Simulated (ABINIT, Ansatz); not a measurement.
# CrF6 (R-3): G0W0 on several meshes in ABINIT, part 2 of 2

Aim: the GW shift of CrF6 (R-3) against the k mesh.

ABINIT 10.8.3; PBEsol and many-body steps on it, plane waves. Known limits of the many-body steps: not at the basis limit; no spin polarisation; d states lean on the start; coarse k mesh.

So far. Step 4 (2×2×2): The gap on the mesh goes from 1.94 eV to 4.89 eV, a correction of +2.96 eV. Step 5 (Empty states on the mesh, 4×4×4 mesh, 93 bands): On this mesh the gap is 1.937 eV.

**7. 4×4×4**

This step: G0W0 on PBEsol, plane waves, norm-conserving pseudopotentials.

The input, run.abi:

```
acell 3*1.0 Angstrom
rprim 
  2.402403871812 1.387028522093 4.369215055800
  -2.402403871812 1.387028522093 4.369215055800
  0.000000000000 -2.774057044186 4.369215055800
ntypat 2
znucl 24 9
natom 7
typat 1 2 2 2 2 2 2
xred 
  0.000000000000 0.000000000000 0.000000000000
  0.368598720000 0.081843300000 0.779004130000
  0.081843300000 0.779004130000 0.368598720000
  0.220995870000 0.631401280000 0.918156700000
  0.918156700000 0.220995870000 0.631401280000
  0.631401280000 0.918156700000 0.220995870000
  0.779004130000 0.368598720000 0.081843300000
pp_dirpath "pseudos"
pseudos "Cr.upf, F.upf"
ecut 43
ngkpt 4 4 4
nshiftk 1
shiftk 0 0 0
kptopt 1
chksymbreak 0
istwfk *1
occopt 1
irdwfk 1
optdriver 4
nband 85
gwcalctyp 0
ecutsigx 43
symsigma 1
nkptgw 2
kptgw 
  0.5000000000 0.5000000000 0.0000000000
  0.0000000000 0.0000000000 0.0000000000
bdgw 
  27 30
  27 31
ecuteps 4.2
irdscr 1
ppmodel 1
indata_prefix "in"
outdata_prefix "out"
tmpdata_prefix "tmp"
```

The run is started by

```bash
OMP_NUM_THREADS=1 mpirun -n 4 abinit run.abi > log
```

Numbers of over 12 decimals in the logs are rounded to 6 here.

Log:

```text
.Version 10.8.3 of ABINIT. v10.8.2 released Aug 2026.

 Symmetries : space group R-3 (#148); Bravais hR (rhombohedral)
[... echo of the input left out ...]
== DATASET  1 ==================================================================
-   mpi_nproc: 4, omp_nthreads: 1 (-1 if OMP is not activated)

--- !DatasetInfo
iteration_state: {dtset: 1, }
dimensions: {natom: 7, nkpt: 14, mband: 85, nsppol: 1, nspinor: 1, nspden: 1, mpw: 7993, }
cutoff_energies: {ecut:  43.0, pawecutdg:  -1.0, }
electrons: {nelect:   5.60000000E+01, charge:   0.00000000E+00, occopt:   1.00000000E+00, tsmear:   1.00000000E-02, }

 SIGMA: Calculation of the GW corrections

 Based on a program developped by R.W. Godby, V. Olevano, G. Onida, and L. Reining.
 Incorporated in ABINIT by V. Olevano, G.-M. Rignanese, and M. Torrent.
.Using double precision arithmetic ; gwpc =  8

[... cell and pseudopotentials left out ...]
--------------------------------------------------------------------------------

 ==== K-mesh for the wavefunctions ====
 Number of points in the irreducible wedge :    14
[... list of points left out ...]
 Together with  6 symmetry operations and time-reversal symmetry
 yields    64 points in the full Brillouin Zone.

 ==== Q-mesh for screening function ====
 Number of points in the irreducible wedge :    14
[... list of points left out ...]
 Together with  6 symmetry operations and time-reversal symmetry
 yields    64 points in the full Brillouin Zone.

 vcoul_init : cutoff-mode = AUXILIARY_FUNCTION
 q-points for optical limit:   1
     1)      0.000010    0.000020    0.000030
 setmesh: FFT mesh size selected  =    60x   60x   60
          total number of points  =       216000

 Number of electrons calculated from density =   56.0000; Expected =   56.0000
[...]
number of omega for Sigma on real axis              0
 max omega for Sigma on real axis  [eV]           0.00
 zcut for avoiding poles [eV]                     0.10

 EPSILON^-1 parameters (SCR file):
 dimension of the eps^-1 matrix on file            247
 dimension of the eps^-1 matrix used               247
 number of plane-waves for wavefunctions          7993
 number of bands                                    85
 number of q-points in IBZ                          14
 number of frequencies                               2
 number of real frequencies                          1
 number of imag frequencies                          1

 matrix elements of self-energy operator (all in [eV])

 Perturbative Calculation

--- !SelfEnergy_ee
iteration_state: {dtset: 1, }
kpoint     : [   0.500,    0.500,    0.000, ]
spin       : 1
KS_gap     :    1.992
QP_gap     :    5.046
Delta_QP_KS:    3.054
data: !SigmaeeData |
     Band     E0 <VxcDFT>   SigX SigC(E0)      Z dSigC/dE  Sig(E)    E-E0       E
       27  -2.698 -22.908 -30.407   6.592   0.732  -0.366 -23.572  -0.664  -3.362
       28  -2.558 -23.153 -30.619   6.578   0.733  -0.364 -23.804  -0.651  -3.208
       29  -0.566 -24.902 -18.738  -2.936   0.745  -0.343 -22.498   2.403   1.837
[...]
--- !SelfEnergy_ee
iteration_state: {dtset: 1, }
kpoint     : [   0.000,    0.000,    0.000, ]
spin       : 1
KS_gap     :    2.132
QP_gap     :    5.180
Delta_QP_KS:    3.048
data: !SigmaeeData |
     Band     E0 <VxcDFT>   SigX SigC(E0)      Z dSigC/dE  Sig(E)    E-E0       E
[...]
30  -0.418 -25.194 -19.204  -2.745   0.742  -0.347 -22.786   2.408   1.990
       31  -0.418 -25.194 -19.204  -2.745   0.742  -0.347 -22.786   2.408   1.990

== END DATASET(S) ==============================================================
================================================================================

 -outvars: echo values of variables after computation  --------
           etotal      0.0000000000E+00
            nband          85
             nkpt          14
          spgroup         148
 [... the other variables as echoed above ...]

 Calculation completed.
```

It took 42 s on 4 MPI ranks of Arm Neoverse N1, shared host; peak memory 2.4 GiB; 2.8 min of CPU time.

Numbers from this step:

```yaml
g0w0_gap_on_the_points_computed: 4.988 eV
starting_gap_on_the_mesh: 1.937 eV
k_of_the_valence_top: 0.5, 0.5, 0
k_of_the_conduction_bottom: 0, 0, 0
z_at_the_valence_top: 0.733
z_at_the_conduction_bottom: 0.745
least_direct_g0w0_gap_on_the_computed_points: 5.045 eV
```

Against G0W0 in ABINIT (2×2×2 mesh, 85 bands, screening to 114.3 eV, Godby-Needs plasmon pole), the gap moves by +0.096 eV.

**8. The runs together**

Times are wall times on 4 MPI ranks of Arm Neoverse N1, shared host, good to a factor of about two. A run's time includes the screening step that it read.

```csv
run,mesh,bands,screening cutoff (eV),DFT gap (eV),gap on the mesh (eV),direct (eV),ε∞ used,time
2×2×2,2×2×2,85,114.3,1.937,4.892,4.943,3.41,53 s
4×4×4,4×4×4,85,114.3,1.937,4.988,5.045,3.02,12 min
```

**9. Summary of results**

```yaml
2x2x2: 4.892 eV
4x4x4: 4.988 eV
known_limits: not at the basis limit; no spin polarisation; d states lean on the start; coarse k mesh
```

4×4×4: +0.096 eV against 2×2×2. Bands and cutoff are finite, so the gap is not at the basis limit. The miss can reach some tenths of an eV and take either sign; the mesh is an error of its own. In the first G0W0 run levels were corrected at 2 k points alone, so a gap called «on the mesh» is the least over those, and an edge elsewhere would be missed. The 2×2×2 mesh is coarse for this cell, which bears on the long-range parts of exchange and screening. The runs have no spin polarisation. For a closed low-spin shell that is the natural state; where a d or f shell is open it is a constraint, and the gap is then not the crystal's own. With d states at the gap, one-shot GW leans hard on its start.

[Paths, hosts, dates, memory and timing lines, banners, echoed tables and standing remarks are left out of the program output.]

[Logs are printed without paths, hosts, clocks, repeated set-up lines and the standing remarks that a program may print on its own settings, such as how far it seeks lower states.]

[Runs of the session that timed out or met a known fault of the program may be left out.]

[No measured gap is set beside runs whose start may be inverted or whose files or cutoffs have a known fault.]

[Hosts, paths, dates, database ids (printed as entryN), source tags and the programs' standing remarks are cut or masked in the printed files.]

[G0W0 gaps are taken among the corrected bands and points alone; a level outside them can change the order at an edge.]

[Where Ansatz stands beside ABINIT at settings called matched, ABINIT's density can come from a denser mesh and the files from another edition; pairs whose starting gaps differed by over 0.03 eV were left out, so agreement reads better than it is.]
